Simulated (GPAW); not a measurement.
# A 8-layer slab of Cr(100) in an electric field

How does a 8-layer slab of Cr(100) screen a perpendicular field?

Method: GPAW, PAW setups; slab in vacuum, relaxation, in the first sound run; inputs show where later runs differ, in GPAW 26.7.0.

## Step 1: The structure

The cell holds 8 atoms: 8 Cr. Cell: a = 2.880 Å, b = 2.880 Å, c = 26.080 Å, α = 90.0°, β = 90.0°, γ = 90.0°. Vacuum lies along c.

As a file:

```
Cr
1.0
     2.88000    0.00000    0.00000
     0.00000    2.88000    0.00000
     0.00000    0.00000   26.08000
Cr
8
Direct
  0.50000 0.50000 0.30675
  0.00000 0.00000 0.36196
  0.50000 0.50000 0.41718
  0.00000 0.00000 0.47239
  0.50000 0.50000 0.52761
  0.00000 0.00000 0.58282
  0.50000 0.50000 0.63804
  0.00000 0.00000 0.69325
```

## Step 2: Relaxation

Forces are removed first; all later runs use this geometry. The lowest 4 atoms are held at bulk positions and keep their forces.

Contents of run.py:

```python
import json
import numpy as np
from ase import Atoms
from ase.constraints import FixAtoms
from ase.optimize import BFGS
from gpaw import GPAW, PW

slab = Atoms(
    ['Cr', 'Cr', 'Cr', 'Cr', 'Cr', 'Cr', 'Cr', 'Cr'],
    positions=[
        [1.44000, 1.44000, 8.00000],
        [0.00000, 0.00000, 9.44000],
        [1.44000, 1.44000, 10.88000],
        [0.00000, 0.00000, 12.32000],
        [1.44000, 1.44000, 13.76000],
        [0.00000, 0.00000, 15.20000],
        [1.44000, 1.44000, 16.64000],
        [0.00000, 0.00000, 18.08000]],
    cell=[[2.88, 0.0, 0.0], [0.0, 2.88, 0.0], [0.0, 0.0, 26.08]],
    pbc=[True, True, False],
    magmoms=[2.0, -2.0, 2.0, -2.0, 2.0, -2.0, 2.0, -2.0])

slab.calc = GPAW(mode=PW(400), xc='PBE', kpts={'size': (11, 11, 1), 'gamma': True},
                 occupations={'name': 'fermi-dirac', 'width': 0.1}, nbands='160%',
                 convergence={'density': 1e-05}, maxiter=200,
                 poissonsolver={'dipolelayer': 'xy'},
                 symmetry={'tolerance': 1e-3, 'extra_ids': [1, 1, 1, 1, 0, 0, 0, 0]}, txt='slab.txt')
result = {}
slab.set_constraint(FixAtoms([0, 1, 2, 3]))
path = []
opt = BFGS(slab, maxstep=0.2)
opt.attach(lambda: path.append((slab.get_potential_energy(), slab.positions.tolist(), slab.get_forces().tolist())))
result['relaxed'] = bool(opt.run(fmax=0.03, steps=40))
result['path'] = path
energy = slab.get_potential_energy()
fermi = slab.calc.get_fermi_level()
v = slab.calc.get_electrostatic_potential().mean((0, 1)) - fermi
n = slab.calc.get_pseudo_density().mean((0, 1))
L = slab.cell[2, 2]
z = np.arange(len(v)) * L / len(v)
low, high = slab.positions[:, 2].min(), slab.positions[:, 2].max()
below, above = np.interp([low - 5.8, high + 5.8], z, v)
slopes = [np.interp(x, z, np.gradient(v, z)) for x in (low - 5.8, high + 5.8)]
eps = np.array([[slab.calc.get_eigenvalues(k, s) for k in range(len(slab.calc.get_ibz_k_points()))]
                for s in range(slab.calc.get_number_of_spins())]) - fermi
top, bottom = eps[eps < 0].max(), eps[eps > 0].min()
dipole = slab.get_dipole_moment()[2]
print(f'energy {energy:.4f} eV, Fermi level {fermi:.4f} eV, dipole {dipole:.5f} e A')
print(f'potential 5.8 A off the faces, from the Fermi level: lower {below:.4f} eV, upper {above:.4f} eV')
print(f'slope of the potential there: lower {slopes[0]:.5f}, upper {slopes[1]:.5f} eV/A')
print(f'nearest levels on the mesh: {top:.4f} and {bottom:.4f} eV')
print('magnetic moment', round(slab.get_magnetic_moment(), 3))
result.update(energy=energy, fermi=fermi, dipole=dipole, below=below, above=above, slopes=slopes, edges=[top, bottom],
              z=z.tolist(), v=v.tolist(), n=n.tolist(), positions=slab.positions.tolist(),
              forces=slab.get_forces(apply_constraint=False).tolist(), moments=slab.get_magnetic_moments().tolist())
json.dump(result, open('result.json', 'w'))
```

The run is started by

```
> OMP_NUM_THREADS=1 OPENBLAS_NUM_THREADS=1 python run.py
```

Output:

```text
Step          Energy          fmax
BFGS:    0      -72.010247        0.435816
BFGS:    1      -72.014461        0.364880
BFGS:    2      -72.025872        0.078242
BFGS:    3      -72.026069        0.071987
BFGS:    4      -72.026821        0.029787
energy -71.9535 eV, Fermi level 2.8441 eV, dipole 0.00034 e A
potential 5.8 A off the faces, from the Fermi level: lower 3.6954 eV, upper 3.7117 eV
slope of the potential there: lower -0.00043, upper 0.00046 eV/A
nearest levels on the mesh: -0.0029 and 0.0072 eV
magnetic moment 0.065
```

Wall time 75 min (1 thread of Arm Neoverse N1, shared host); peak memory 0.32 GiB.

Relaxation path:

| step | energy less that of the first step (eV) | largest force (eV/Å) |
| --- | --- | --- |
| 1 | 0.0000 | 0.4358 |
| 2 | -0.0044 | 0.3649 |
| 3 | -0.0169 | 0.0782 |
| 4 | -0.0171 | 0.0720 |
| 5 | -0.0180 | 0.0298 |

The atoms that moved most (Å):

| atom | dx | dy | dz | length |
| --- | --- | --- | --- | --- |
| Cr8 | 0.000 | 0.000 | -0.044 | 0.044 |
| Cr7 | 0.000 | 0.000 | 0.039 | 0.039 |
| Cr6 | 0.000 | 0.000 | -0.015 | 0.015 |
| Cr5 | 0.000 | 0.000 | 0.006 | 0.006 |

Final coordinates:

```xyz
8
Lattice="2.8800 0.0000 0.0000 0.0000 2.8800 0.0000 0.0000 0.0000 26.0800" Properties=species:S:1:pos:R:3
Cr    1.4400    1.4400    8.0000
Cr    0.0000    0.0000    9.4400
Cr    1.4400    1.4400   10.8800
Cr    0.0000    0.0000   12.3200
Cr    1.4400    1.4400   13.7664
Cr    0.0000    0.0000   15.1852
Cr    1.4400    1.4400   16.6790
Cr    0.0000    0.0000   18.0360
```

This step gave:

```yaml
dipole_along_the_normal: 3.36e-4 e·Å
levels_nearest_the_fermi_level_on_the_mesh: -0.002885, 0.007164 eV from the Fermi level
upper_work_function: 3.712 eV
lower_work_function: 3.695 eV
site_moments: 2.673, -1.666, 1.355, -1.333, 1.306, -1.394, 1.614, -2.520 μB
sum_of_the_site_moments: 0.03608 μB
```

The electrostatic potential energy of an electron (without an applied field's), less the Fermi level, planar mean oscillates, so the rows of the table below give means over windows of 1.46 Å about each position, cut where the curve ends. Its maxima inside the range that stand out by 2 % of the span (Å: eV): 8.8: -6.68, 10.1: -6.76, 11.6: -6.60, 13.0: -6.52, 14.5: -6.92, 16.0: -6.00, 17.3: -7.92. Its minima: 8.0: -15.0, 9.5: -15.4, 10.8: -15.3, 12.3: -15.3, 13.8: -15.4, 15.2: -15.2, 16.7: -15.6, 18.0: -15.2.

The electrostatic potential energy of an electron (without an applied field's), less the Fermi level, planar mean by z; means over each step:

z (Å), electrostatic potential energy of an electron (without an applied field's), less the Fermi level, planar mean (eV) and a bar from the least value:
```
     0.73        3.7 ##############################
     2.19        3.7 ##############################
     3.65        3.7 ##############################
     5.11        3.6 ##############################
     6.57        1.7 ##########################
     8.03      -10.0 ##
     9.49      -10.8 #
    10.95      -10.7 #
    12.41      -10.7 #
    13.87      -10.8 #
    15.33      -10.6 #
    16.79      -11.1 
    18.25       -9.2 ####
    19.71        2.6 ############################
    21.17        3.7 ##############################
    22.63        3.7 ##############################
    24.09        3.7 ##############################
    25.55        3.7 ##############################
```

The pseudo valence density, planar mean oscillates, so the rows of the table below give means over windows of 1.46 Å about each position, cut where the curve ends. Its maxima inside the range that stand out by 2 % of the span (Å: e/Å³): 7.9: 0.589, 9.4: 0.608, 10.8: 0.616, 12.3: 0.615, 13.8: 0.617, 15.2: 0.611, 16.7: 0.617, 17.9: 0.600. Its minima: 8.8: 0.422, 10.2: 0.419, 11.7: 0.422, 13.1: 0.420, 14.4: 0.431, 15.9: 0.397, 17.3: 0.458.

Pseudo valence density, planar mean against z; means over each step:

z (Å), pseudo valence density, planar mean (e/Å³) and a bar:
```
     2.19      0.000 
     3.65      0.000 
     5.11      0.002 
     6.57      0.055 ###
     8.03      0.450 ##########################
     9.49      0.500 #############################
    10.95      0.502 #############################
    12.41      0.500 #############################
    13.87      0.505 ##############################
    15.33      0.494 #############################
    16.79      0.511 ##############################
    18.25      0.412 ########################
    19.71      0.031 ##
    21.17      0.001 
    22.63      0.000
```

Site moment by atom:

| atom | site moment (μB) |
| --- | --- |
| Cr1 | 2.67 |
| Cr2 | -1.67 |
| Cr3 | 1.36 |
| Cr4 | -1.33 |
| Cr5 | 1.31 |
| Cr6 | -1.39 |
| Cr7 | 1.61 |
| Cr8 | -2.52 |

The relaxation lowered the energy of the cell by 0.0180 eV (energies extrapolated to zero smearing; the optimiser's log prints free energies). The largest force left on a free atom is 0.030 eV/Å.

## Step 3: Plane waves, PBE

With the geometry fixed, the planar mean of the potential gives the vacuum level on each side.

This step: GPAW, PAW setups; slab in vacuum (GPAW 26.7.0).

run.py: that of step 2 with these lines changed.

```diff
@@ -3,4 +3,2 @@
 from ase import Atoms
-from ase.constraints import FixAtoms
-from ase.optimize import BFGS
 from gpaw import GPAW, PW
@@ -14,6 +12,6 @@
         [0.00000, 0.00000, 12.32000],
-        [1.44000, 1.44000, 13.76000],
-        [0.00000, 0.00000, 15.20000],
-        [1.44000, 1.44000, 16.64000],
-        [0.00000, 0.00000, 18.08000]],
+        [1.44000, 1.44000, 13.76640],
+        [0.00000, 0.00000, 15.18518],
+        [1.44000, 1.44000, 16.67896],
+        [0.00000, -0.00000, 18.03601]],
     cell=[[2.88, 0.0, 0.0], [0.0, 2.88, 0.0], [0.0, 0.0, 26.08]],
@@ -26,10 +24,4 @@
                  poissonsolver={'dipolelayer': 'xy'},
-                 symmetry={'tolerance': 1e-3, 'extra_ids': [1, 1, 1, 1, 0, 0, 0, 0]}, txt='slab.txt')
+                 symmetry={'tolerance': 1e-3}, txt='slab.txt')
 result = {}
-slab.set_constraint(FixAtoms([0, 1, 2, 3]))
-path = []
-opt = BFGS(slab, maxstep=0.2)
-opt.attach(lambda: path.append((slab.get_potential_energy(), slab.positions.tolist(), slab.get_forces().tolist())))
-result['relaxed'] = bool(opt.run(fmax=0.03, steps=40))
-result['path'] = path
 energy = slab.get_potential_energy()
```

Output:

```text
energy -71.9535 eV, Fermi level 2.8441 eV, dipole 0.00041 e A
potential 5.8 A off the faces, from the Fermi level: lower 3.6955 eV, upper 3.7116 eV
slope of the potential there: lower -0.00044, upper 0.00047 eV/A
nearest levels on the mesh: -0.0029 and 0.0072 eV
magnetic moment 0.065
```

The job ended after 31 min (1 thread; peak memory 0.32 GiB).

This step gave:

* dipole along the normal: 4.12e-4 e·Å
* levels nearest the Fermi level on the mesh: -0.002864, 0.007176 eV from the Fermi level
* lower work function: 3.696 eV
* site moments: 2.673, -1.666, 1.355, -1.333, 1.306, -1.394, 1.615, -2.520 μB
* sum of the site moments: 0.03616 μB

The electrostatic potential energy of an electron (without an applied field's), less the Fermi level, planar mean oscillates, so the rows of the table below give means over windows of 1.46 Å about each position, cut where the curve ends. Its maxima inside the range that stand out by 2 % of the span (Å: eV): 8.8: -6.68, 10.1: -6.76, 11.6: -6.60, 13.0: -6.52, 14.5: -6.92, 16.0: -6.00, 17.3: -7.93. Its minima: 8.0: -15.0, 9.5: -15.4, 10.8: -15.3, 12.3: -15.3, 13.8: -15.4, 15.2: -15.2, 16.7: -15.6, 18.0: -15.2.

The electrostatic potential energy of an electron (without an applied field's), less the Fermi level, planar mean by z; means over each step:

| z (Å) | electrostatic potential energy of an electron (without an applied field's), less the Fermi level, planar mean (eV) |
| --- | --- |
| 0.73 | 3.70 |
| 2.19 | 3.70 |
| 3.65 | 3.69 |
| 5.11 | 3.61 |
| 6.57 | 1.71 |
| 8.03 | -10.0 |
| 9.49 | -10.8 |
| 10.95 | -10.7 |
| 12.41 | -10.7 |
| 13.87 | -10.8 |
| 15.33 | -10.6 |
| 16.79 | -11.1 |
| 18.25 | -9.21 |
| 19.71 | 2.56 |
| 21.17 | 3.66 |
| 22.63 | 3.71 |
| 24.09 | 3.71 |
| 25.55 | 3.71 |

The pseudo valence density, planar mean oscillates, so the rows of the table below give means over windows of 1.46 Å about each position, cut where the curve ends. Its maxima inside the range that stand out by 2 % of the span (Å: e/Å³): 7.9: 0.589, 9.4: 0.608, 10.8: 0.616, 12.3: 0.615, 13.8: 0.617, 15.2: 0.611, 16.7: 0.617, 17.9: 0.600. Its minima: 8.8: 0.422, 10.2: 0.419, 11.7: 0.422, 13.1: 0.420, 14.4: 0.431, 15.9: 0.397, 17.3: 0.458.

The pseudo valence density, planar mean by z; means over each step:

| z (Å) | pseudo valence density, planar mean (e/Å³) |
| --- | --- |
| 2.19 | 4.0e-6 |
| 3.65 | 9.3e-5 |
| 5.11 | 0.00223 |
| 6.57 | 0.0550 |
| 8.03 | 0.450 |
| 9.49 | 0.500 |
| 10.95 | 0.502 |
| 12.41 | 0.500 |
| 13.87 | 0.505 |
| 15.33 | 0.494 |
| 16.79 | 0.511 |
| 18.25 | 0.412 |
| 19.71 | 0.0308 |
| 21.17 | 0.00129 |
| 22.63 | 5.4e-5 |

Force by atom:

| atom | x (eV/Å) | y (eV/Å) | z (eV/Å) | size |
| --- | --- | --- | --- | --- |
| Cr1 | 0.000 | 0.000 | 0.305 | 0.305 |
| Cr2 | 0.000 | 0.000 | -0.433 | 0.433 |
| Cr3 | 0.000 | 0.000 | 0.199 | 0.199 |
| Cr4 | 0.000 | 0.000 | 0.007 | 0.007 |
| Cr5 | 0.000 | 0.000 | -0.029 | 0.029 |
| Cr6 | 0.000 | 0.000 | -0.012 | 0.012 |
| Cr7 | 0.000 | 0.000 | -0.023 | 0.023 |
| Cr8 | 0.000 | 0.000 | -0.016 | 0.016 |

The potential is flat to 4.7e-4 eV/Å where it is read, so the vacuum is wide enough.

## Step 4: Field on

A uniform field along the normal polarises the slab; the atoms stay fixed, so this is the electronic response alone.

run.py: that of step 3 with these lines changed.

```diff
@@ -4,2 +4,3 @@
 from gpaw import GPAW, PW
+from gpaw.external import ConstantElectricField
 
@@ -24,2 +25,3 @@
                  poissonsolver={'dipolelayer': 'xy'},
+                 external=ConstantElectricField(-0.2, [0, 0, 1]),
                  symmetry={'tolerance': 1e-3}, txt='slab.txt')
```

Output:

```text
energy -71.9663 eV, Fermi level 2.8426 eV, dipole -0.12769 e A
potential 5.8 A off the faces, from the Fermi level: lower 2.3137 eV, upper 5.0999 eV
slope of the potential there: lower -0.00044, upper 0.00070 eV/A
nearest levels on the mesh: -0.0033 and 0.0071 eV
magnetic moment 0.047
```

The job ended after 72 min (1 thread; peak memory 0.67 GiB).

This step gave:

| Item | Value |
| --- | --- |
| dipole along the normal | -0.1277 e·Å |
| levels nearest the Fermi level on the mesh | -0.003314, 0.007130 eV from the Fermi level |
| site moments | 2.672, -1.667, 1.354, -1.333, 1.306, -1.394, 1.613, -2.521 μB |
| sum of the site moments | 0.02867 μB |
| potential below the slab, the applied field's own ramp left out | 2.314 eV from the Fermi level |
| potential above the slab, the applied field's own ramp left out | 5.100 eV from the Fermi level |

The electrostatic potential energy of an electron (without an applied field's), less the Fermi level, planar mean oscillates, so the rows of the table below give means over windows of 1.46 Å about each position, cut where the curve ends. Its maxima inside the range that stand out by 2 % of the span (Å: eV): 8.8: -7.54, 10.1: -7.35, 11.6: -6.90, 13.0: -6.52, 14.5: -6.63, 16.0: -5.41, 17.3: -7.07, 24.7: 5.10. Its minima: 8.0: -16.0, 9.4: -16.1, 10.8: -15.8, 12.3: -15.5, 13.8: -15.2, 15.2: -14.8, 16.7: -14.8, 18.0: -14.2.

Electrostatic potential energy of an electron (without an applied field's), less the Fermi level, planar mean against z; means over each step:

| z (Å) | electrostatic potential energy of an electron (without an applied field's), less the Fermi level, planar mean (eV) |
| --- | --- |
| 0.73 | 2.49 |
| 2.19 | 2.31 |
| 3.65 | 2.31 |
| 5.11 | 2.24 |
| 6.57 | 0.440 |
| 8.03 | -11.0 |
| 9.49 | -11.5 |
| 10.95 | -11.2 |
| 12.41 | -10.8 |
| 13.87 | -10.7 |
| 15.33 | -10.1 |
| 16.79 | -10.4 |
| 18.25 | -8.16 |
| 19.71 | 3.85 |
| 21.17 | 5.04 |
| 22.63 | 5.10 |
| 24.09 | 5.10 |
| 25.55 | 4.98 |

Force by atom:

| atom | x (eV/Å) | y (eV/Å) | z (eV/Å) | size |
| --- | --- | --- | --- | --- |
| Cr1 | 0.000 | 0.000 | 0.304 | 0.304 |
| Cr2 | 0.000 | 0.000 | -0.431 | 0.431 |
| Cr3 | 0.000 | 0.000 | 0.199 | 0.199 |
| Cr4 | 0.000 | 0.000 | 0.007 | 0.007 |
| Cr5 | 0.000 | 0.000 | -0.029 | 0.029 |
| Cr6 | 0.000 | 0.000 | -0.012 | 0.012 |
| Cr7 | 0.000 | 0.000 | -0.020 | 0.020 |
| Cr8 | 0.000 | 0.000 | -0.017 | 0.017 |

The dipole is now -0.128 e Å, against 4.1e-4 in the run without a field.

## Step 5: In a field

run.py: that of step 4 with these lines changed.

```diff
@@ -25,3 +25,3 @@
                  poissonsolver={'dipolelayer': 'xy'},
-                 external=ConstantElectricField(-0.2, [0, 0, 1]),
+                 external=ConstantElectricField(-0.1, [0, 0, 1]),
                  symmetry={'tolerance': 1e-3}, txt='slab.txt')
```

Output:

```text
energy -71.9567 eV, Fermi level 2.8442 eV, dipole -0.06420 e A
potential 5.8 A off the faces, from the Fermi level: lower 3.0028 eV, upper 4.4036 eV
slope of the potential there: lower -0.00043, upper 0.00056 eV/A
nearest levels on the mesh: -0.0031 and 0.0071 eV
magnetic moment 0.056
```

The job ended after 63 min (1 thread; peak memory 0.67 GiB).

This step gave:

```
dipole along the normal                                         : -0.06420 e·Å
levels nearest the Fermi level on the mesh                      : -0.003089, 0.007132 eV from the Fermi level
site moments                                                    : 2.672, -1.667, 1.355, -1.333, 1.306, -1.394, 1.614, -2.521 μB
sum of the site moments                                         : 0.03236 μB
potential below the slab, the applied field's own ramp left out : 3.003 eV from the Fermi level
potential above the slab, the applied field's own ramp left out : 4.404 eV from the Fermi level
```

The electrostatic potential energy of an electron (without an applied field's), less the Fermi level, planar mean oscillates, so the rows of the table below give means over windows of 1.46 Å about each position, cut where the curve ends. Its maxima inside the range that stand out by 2 % of the span (Å: eV): 8.8: -7.11, 10.1: -7.06, 11.6: -6.75, 13.0: -6.52, 14.5: -6.77, 16.0: -5.70, 17.3: -7.50, 24.9: 4.40. Its minima: 8.0: -15.5, 9.4: -15.7, 10.8: -15.5, 12.3: -15.4, 13.8: -15.3, 15.2: -15.0, 16.7: -15.2, 18.0: -14.7.

The electrostatic potential energy of an electron (without an applied field's), less the Fermi level, planar mean by z; means over each step:

| z (Å) | electrostatic potential energy of an electron (without an applied field's), less the Fermi level, planar mean (eV) |
| --- | --- |
| 0.73 | 3.09 |
| 2.19 | 3.00 |
| 3.65 | 3.00 |
| 5.11 | 2.93 |
| 6.57 | 1.08 |
| 8.03 | -10.5 |
| 9.49 | -11.2 |
| 10.95 | -11.0 |
| 12.41 | -10.8 |
| 13.87 | -10.7 |
| 15.33 | -10.3 |
| 16.79 | -10.8 |
| 18.25 | -8.68 |
| 19.71 | 3.20 |
| 21.17 | 4.35 |
| 22.63 | 4.40 |
| 24.09 | 4.40 |
| 25.55 | 4.34 |

Force by atom:

| atom | x (eV/Å) | y (eV/Å) | z (eV/Å) | size |
| --- | --- | --- | --- | --- |
| Cr1 | 0.000 | 0.000 | 0.305 | 0.305 |
| Cr2 | 0.000 | 0.000 | -0.432 | 0.432 |
| Cr3 | 0.000 | 0.000 | 0.199 | 0.199 |
| Cr4 | 0.000 | 0.000 | 0.007 | 0.007 |
| Cr5 | 0.000 | 0.000 | -0.029 | 0.029 |
| Cr6 | 0.000 | 0.000 | -0.012 | 0.012 |
| Cr7 | 0.000 | 0.000 | -0.022 | 0.022 |
| Cr8 | 0.000 | 0.000 | -0.017 | 0.017 |

The dipole is now -0.0642 e Å, against 4.1e-4 in the run without a field.

## Step 6: Field on

run.py: that of step 5 with these lines changed.

```diff
@@ -25,3 +25,3 @@
                  poissonsolver={'dipolelayer': 'xy'},
-                 external=ConstantElectricField(-0.1, [0, 0, 1]),
+                 external=ConstantElectricField(-0.05, [0, 0, 1]),
                  symmetry={'tolerance': 1e-3}, txt='slab.txt')
```

Output:

```text
energy -71.9543 eV, Fermi level 2.8444 eV, dipole -0.03244 e A
potential 5.8 A off the faces, from the Fermi level: lower 3.3490 eV, upper 4.0567 eV
slope of the potential there: lower -0.00044, upper 0.00051 eV/A
nearest levels on the mesh: -0.0030 and 0.0072 eV
magnetic moment 0.061
```

Wall time 66 min (1 thread); peak memory 0.67 GiB.

## Step 7: In a field

run.py: that of step 6 with these lines changed.

```diff
@@ -25,3 +25,3 @@
                  poissonsolver={'dipolelayer': 'xy'},
-                 external=ConstantElectricField(-0.05, [0, 0, 1]),
+                 external=ConstantElectricField(0.05, [0, 0, 1]),
                  symmetry={'tolerance': 1e-3}, txt='slab.txt')
```

Output:

```text
energy -71.9542 eV, Fermi level 2.8433 eV, dipole 0.03101 e A
potential 5.8 A off the faces, from the Fermi level: lower 4.0436 eV, upper 3.3670 eV
slope of the potential there: lower -0.00046, upper 0.00043 eV/A
nearest levels on the mesh: -0.0028 and 0.0072 eV
magnetic moment 0.07
```

Wall time 73 min (1 thread); peak memory 0.67 GiB.

(Part 1 of 2 ends here.)

[Logs are printed without paths, hosts, clocks, repeated set-up lines and the standing remarks that a program may print on its own settings, such as how far it seeks lower states.]

[Hosts, paths, dates, database ids (printed as entryN), source tags and the programs' standing remarks are cut or masked in the printed files.]
